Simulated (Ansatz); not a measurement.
# Starting-point dependence of the GW gap of SnO2 (Pnnm)

Aim: G0W0 for SnO2 (Pnnm) on several starting functionals, at one mesh, band count and screening cutoff.

Main program and level: Ansatz 0.2.0; G0W0 on several functionals, plane waves, PAW.

Most raw output is cut from this account.

In doubt: masses and optical values from hybrid runs of this build are listed as unsure (steps 3, 4), which bears on the screening that GW takes from such a start.

**1. The structure**

The structure is orthorhombic, space group Pnnm (No. 58). Conventional cell: a = 4.788 Å, b = 4.867 Å, c = 3.241 Å, α = 90.00°, β = 90.00°, γ = 90.00°. Sn has 6 O at 2.09 to 2.10 Å nearest. O has 3 Sn at 2.09 to 2.10 Å nearest. Farther neighbours and most contacts between anions are not listed.

As a file:

```cif
data_structure
_symmetry_space_group_name_H-M 'P 1'
_symmetry_Int_Tables_number 1
_cell_length_a 4.7880
_cell_length_b 4.8666
_cell_length_c 3.2409
_cell_angle_alpha 90.000
_cell_angle_beta 90.000
_cell_angle_gamma 90.000
_cell_volume 75.52
loop_
_atom_site_label
_atom_site_type_symbol
_atom_site_fract_x
_atom_site_fract_y
_atom_site_fract_z
_atom_site_occupancy
Sn1 Sn 0.50000 0.50000 0.50000 1
Sn2 Sn 0.00000 0.00000 0.00000 1
O3 O 0.29185 0.32104 0.00000 1
O4 O 0.79185 0.17896 0.50000 1
O5 O 0.20814 0.82104 0.50000 1
O6 O 0.70815 0.67896 0.00000 1
```

The cell and positions are those that the Materials Project relaxed with its own functionals (PBE, PBE+U or r2SCAN), kept fixed. This is not the form that SnO2 usually takes at ambient conditions.

**2. G0W0 on LDA**

Now the one-shot GW correction: screening in the RPA, then the self-energy of the levels asked for. This step takes PAW set soft_1 files.

This step: G0W0 on LDA, plane waves, PAW; PAW set soft_1.

input.yaml

```yaml
crystal:
  lattice:
    - [4.788004, 0.0, 0.0]
    - [0.0, 4.866582, 0.0]
    - [0.0, 0.0, 3.240898]
  atoms:
    - { symbol: Sn, position: [0.5, 0.5, 0.5] }
    - { symbol: Sn, position: [0.0, 0.0, 0.0] }
    - { symbol: O, position: [0.291855, 0.321042, 0.0] }
    - { symbol: O, position: [0.791855, 0.178958, 0.5] }
    - { symbol: O, position: [0.208145, 0.821042, 0.5] }
    - { symbol: O, position: [0.708145, 0.678958, 0.0] }
kpoints:
  mp_grid: { grid: [4, 4, 6] }
hamiltonian:
  xc: lda
  pseudopotentials: { kind: paw, azcp: { folder: soft_1 }, xc_functional: pbe }
scf:
  occupations: { method: fixed }
gw:
  n_empty_bands: 277
  ecut_chi: 138
  qp_bands: [v2, c2]
  qp_kpoints: band_edges
  screening: { model: contour_deformation }
```

Started as:

```console
$ ansatz run input.yaml --threads 2 --pin off --max-ram 92160MiB --backend cuda --events-out ev --progress --plain --runs-dir out --devices 1 --max-vram 13GiB
```

It took 88 s on 1 × NVIDIA H100 80GB HBM3 (shared by 6 runs) with 2 threads of AMD EPYC 7R13 (Zen 3), shared host; peak memory 1.8 GiB.

This step gave:

```yaml
bands_summed: 303
rpa_eps_infinity_on_this_mesh_eigenvalues: 5.182, 5.449, 5.475
plane_waves_in_the_screening_matrix: 275
q_points_in_the_mesh: 96
g0w0_gap_on_the_mesh: 1.930 eV
k_of_the_valence_top: 0, 0, 0
k_of_the_conduction_bottom: 0, 0, 0
starting_gap_on_the_mesh: 0.6854 eV
z_at_the_valence_top: 0.7296
z_at_the_conduction_bottom: 0.7932
least_direct_g0w0_gap_on_the_computed_points: 1.930 eV
```

The gap on the mesh goes from 0.69 eV to 1.93 eV, a correction of +1.24 eV. Between the two edge states, bare exchange in place of the xc potential would open the gap by 8.59 eV, and correlation takes back 7.34 eV.

**3. G0W0 on HSE06**

One-shot GW remembers its start. Another functional's orbitals and levels show by how much.

This step: G0W0 on HSE06, plane waves, PAW; PAW set soft_1.

Edit input.yaml of step 2 so:

```diff
@@ -15,4 +15,4 @@
 hamiltonian:
-  xc: lda
-  pseudopotentials: { kind: paw, azcp: { folder: soft_1 }, xc_functional: pbe }
+  xc: hse06
+  pseudopotentials: { kind: paw, azcp: { folder: soft_1 } }
 scf:
```

Wall time 2 min (1 × NVIDIA H100 80GB HBM3 (shared by 6 runs) with 2 threads); peak memory 2.2 GiB.

Numbers from this step:

```
bands summed                                 : 303
RPA ε∞ on this mesh (eigenvalues)            : 3.518, 3.547, 3.842
plane waves in the screening matrix          : 275
q-points in the mesh                         : 96
G0W0 gap on the mesh                         : 2.958 eV
k of the valence top                         : 0, 0, 0
k of the conduction bottom                   : 0, 0, 0
starting gap on the mesh                     : 2.425 eV
Z at the valence top                         : 0.7788
Z at the conduction bottom                   : 0.8465
least direct G0W0 gap on the computed points : 2.958 eV
```

Against the run with 4×4×6 mesh, 277 empty bands, screening to 138 eV, PAW set soft_1 files on LDA, the gap moves by +1.03 eV, while the start moved by +1.74 eV.

**4. G0W0 on PBE0**

This step: G0W0 on PBE0, plane waves, PAW; PAW set soft_1.

Edit input.yaml of step 3 so:

```diff
@@ -15,3 +15,3 @@
 hamiltonian:
-  xc: hse06
+  xc: pbe0
   pseudopotentials: { kind: paw, azcp: { folder: soft_1 } }
```

It took 78 s on 1 × NVIDIA H100 80GB HBM3 (shared by 6 runs) with 2 threads; peak memory 2.2 GiB; 76 s of CPU time.

This step gave:

```yaml
bands_summed: 303
rpa_eps_infinity_on_this_mesh_eigenvalues: 3.314, 3.340, 3.630
plane_waves_in_the_screening_matrix: 275
g0w0_gap_on_the_mesh: 3.172 eV
k_of_the_valence_top: 0, 0, 0
k_of_the_conduction_bottom: 0, 0, 0
starting_gap_on_the_mesh: 3.130 eV
least_direct_g0w0_gap_on_the_computed_points: 3.172 eV
```

Against the run with 4×4×6 mesh, 277 empty bands, screening to 138 eV, PAW set soft_1 files on HSE06, the gap moves by +0.21 eV, while the start moved by +0.71 eV.

**5. Side by side**

All on the 4×4×6 mesh with 277 empty bands and screening to 138 eV. Times are wall times on 1 × NVIDIA H100 80GB HBM3 (shared by 6 runs) with 2 threads of AMD EPYC 7R13 (Zen 3), shared host, good to a factor of about two.

```csv
start,starting gap (eV),shift (eV),G0W0 gap (eV),RPA ε∞ (harmonic mean),"Z (valence, conduction)",time
LDA,0.69,+1.24,1.93,5.37,"0.73, 0.79",88 s
HSE06,2.42,+0.53,2.96,3.63,"0.78, 0.85",2 min
PBE0,3.13,+0.04,3.17,3.42,"0.79, 0.86",78 s
```

How the two edges are built up, in eV (the quasiparticle level is the starting level plus Σx plus Σc less Vxc):

```csv
run,edge,start,Σx,Σc,Vxc,Z,QP
LDA,valence top,8.29,-26.11,4.70,-20.92,0.73,7.80
LDA,conduction bottom,8.97,-15.73,-2.64,-19.13,0.79,9.73
HSE06,valence top,7.37,-26.99,4.69,-22.33,0.78,7.40
HSE06,conduction bottom,9.80,-13.77,-3.28,-17.61,0.85,10.35
PBE0,valence top,6.97,-27.00,4.54,-22.74,0.79,7.25
PBE0,conduction bottom,10.10,-13.74,-3.23,-17.30,0.86,10.42
```

For a hybrid start, Vxc holds its share of exact exchange.

**6. What came out**

| Item | Value |
| --- | --- |
| G0W0@LDA | 1.93 eV (start 0.69 eV) |
| G0W0@HSE06 | 2.96 eV (start 2.42 eV) |
| G0W0@PBE0 | 3.17 eV (start 3.13 eV) |
| known limits | not at the basis limit; no spin-orbit coupling; coarse k mesh |

The starting gaps span 2.44 eV and the G0W0 gaps 1.24 eV. Between LDA and PBE0, 1.24 eV of the 2.44 eV survives, 51 %. PBE0 screens less than LDA (ε∞ 3.42 against 5.37). Of the 1.24 eV by which its G0W0 gap is higher, the correlation part gives −0.43 eV, and exchange with the one-particle terms, which follow the orbitals, +1.67 eV. The smallest correction, +0.04 eV, is on PBE0, the start nearest to reproducing itself. Bands and cutoff are finite, so the gap is not at the basis limit. The miss can reach some tenths of an eV and take either sign; the mesh is an error of its own. The 4×4×6 mesh is coarse for this cell (its supercell is 19 Å along the shortest edge). The RPA ε∞ on it, from the LDA start, is 5.18, 5.45 and 5.47; such meshes misread the long-range screening, most where the gap is narrow. The program warns that the mesh is coarse for exact exchange, which bears on the hybrid start's gap. The many-body steps are scalar-relativistic: spin-orbit coupling is not in them.

[Paths, hosts, dates, memory and timing lines, banners, echoed tables and standing remarks are left out of the program output.]

[Logs are printed without paths, hosts, clocks, repeated set-up lines and the standing remarks that a program may print on its own settings, such as how far it seeks lower states.]

[Runs of the session that timed out or met a known fault of the program may be left out.]

[Cells called generated may have been cut or substituted from an entry of the Crystallography Open Database or the Materials Project.]

[Hosts, paths, dates, database ids (printed as entryN), source tags and the programs' standing remarks are cut or masked in the printed files.]
